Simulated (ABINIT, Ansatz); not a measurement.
ScHO2 (R-3m): G0W0 with ABINIT, start to end. The structure is trigonal, space group R-3m (No. 166). Conventional cell: a = 3.233 Å, b = 3.233 Å, c = 13.593 Å, α = 90.00°, β = 90.00°, γ = 120.00°. Nearest to Sc lie 6 O at 2.14 Å. Nearest to H lie 2 O at 1.22 Å. O has 1 H at 1.22 Å and 3 Sc at 2.14 Å nearest. Farther neighbours, and contacts between anions beyond the nearest, are not listed. The calculation used RPA screening on PBEsol, plane waves, norm-conserving pseudopotentials (and 2 further levels or steps) in ABINIT 10.8.3, with cutoff 36 Ha, PseudoDojo scalar-relativistic 0.4.1 standard, norm-conserving, ngkpt (4, 4, 4), nband 48, ecuteps 4.4 Ha, inclvkb 2, shiftk (0, 0, 0), symchi 1, awtr 1, frequency ppm, 4×4×4 k-mesh. The PBEsol gap is 3.96 eV, indirect and the G0W0 gap on the mesh is 6.64 eV. The G0W0 gap over the zone (rigid shift) is 6.52 eV, the GW settings are 4×4×4 mesh, 48 bands, screening to 119.7 eV, Godby-Needs plasmon pole and the known limits are short of the basis limit. It took 5 runs, 2.6 min in all on 4 MPI ranks of Intel Xeon Platinum 8488C (Sapphire Rapids), shared host. G0W0 moves the gap on the mesh from 4.08 eV to 6.64 eV (+2.57 eV), with Z of 0.80 and 0.82 at the edges. The mesh misses the band edges by 0.12 eV in all; a rigid shift gives 6.52 eV for the zone. The program's warnings: nkpt*nsppol () is not a multiple of nproc spkpt (). The cell and positions are those that the Materials Project relaxed with its own functionals (PBE, PBE+U or r2SCAN), kept fixed.

Quasiparticle gap of Cs2H6Pt (Fm-3m) in ABINIT. The structure is cubic, space group Fm-3m (No. 225). The conventional cell has a = 8.972 Å, b = 8.972 Å, c = 8.972 Å, α = 90.00°, β = 90.00°, γ = 90.00°. Cs has 12 H at 3.23 Å nearest. Nearest to H lie 1 Pt at 1.64 Å and 4 H at 2.32 Å and 4 Cs at 3.23 Å. Nearest to Pt lie 6 H at 1.64 Å. Farther neighbours, and contacts between anions beyond the nearest, are not listed. The calculation used RPA screening on LDA, plane waves, norm-conserving pseudopotentials (and 2 further levels or steps) in ABINIT 10.8.3, with cutoff 34 Ha, PseudoDojo scalar-relativistic 0.4.1 standard, norm-conserving, ngkpt (2, 2, 2), nband 109, ecuteps 3.6 Ha, inclvkb 2, shiftk (0, 0, 0), symchi 1, awtr 1, frequency ppm, 2×2×2 k-mesh. The LDA gap is 3.62 eV, direct, the G0W0 gap on the mesh is 5.68 eV and the GW settings are 2×2×2 mesh, 109 bands, screening to 98 eV, Godby-Needs plasmon pole. The known limits are short of the basis limit; no spin polarisation; d states lean on the start; no spin-orbit coupling; coarse k mesh. It took 5 runs, 4.5 min in all on 4 MPI ranks of Intel Xeon Platinum 8488C (Sapphire Rapids), shared host. G0W0 moves the gap on the mesh from 3.62 eV to 5.68 eV (+2.06 eV), with Z of 0.82 and 0.86 at the edges. Local fields lower the RPA ε∞ on this mesh from 3.58 to 2.77; a Γ-centred mesh this coarse tends to raise both, most where the direct gap is narrow, while a short band sum lowers them. The program's warnings: nproc spkpt=  >= nkpt= * nsppol=. The cell and positions are those that the Materials Project relaxed with its own functionals (PBE, PBE+U or r2SCAN), kept fixed. Limits: no spin polarisation; d states lean on the start; no spin-orbit coupling. The 2×2×2 mesh is coarse for this cell, which bears on the long-range parts of exchange and screening. The runs have no spin polarisation. For a closed low-spin shell that is the natural state; where a d or f shell is open it is a constraint, and the gap is then not the crystal's own.

[Paths, hosts, dates, memory and timing lines, banners, echoed tables and standing remarks are left out of the program output; an Ansatz launch command may be rebuilt from the run's recorded settings. Measured values are a selection of at most five: reports struck by readers or far from the other reports are left out. None is set beside runs whose start may be inverted or whose files or cutoffs have a known fault.]

[Runs of the session that timed out or met a known fault of the program may be left out.]

[Hosts, paths, dates, database ids (printed as entryN), source tags and the programs' standing remarks are cut or masked in the printed files.]

[G0W0 gaps are taken among the corrected bands and points alone; a level outside them can change the order at an edge.]

[Where Ansatz stands beside ABINIT at settings called matched, ABINIT's density can come from a denser mesh and the files from another edition; pairs whose starting gaps differed by over 0.03 eV were left out, so agreement reads better than it is.]
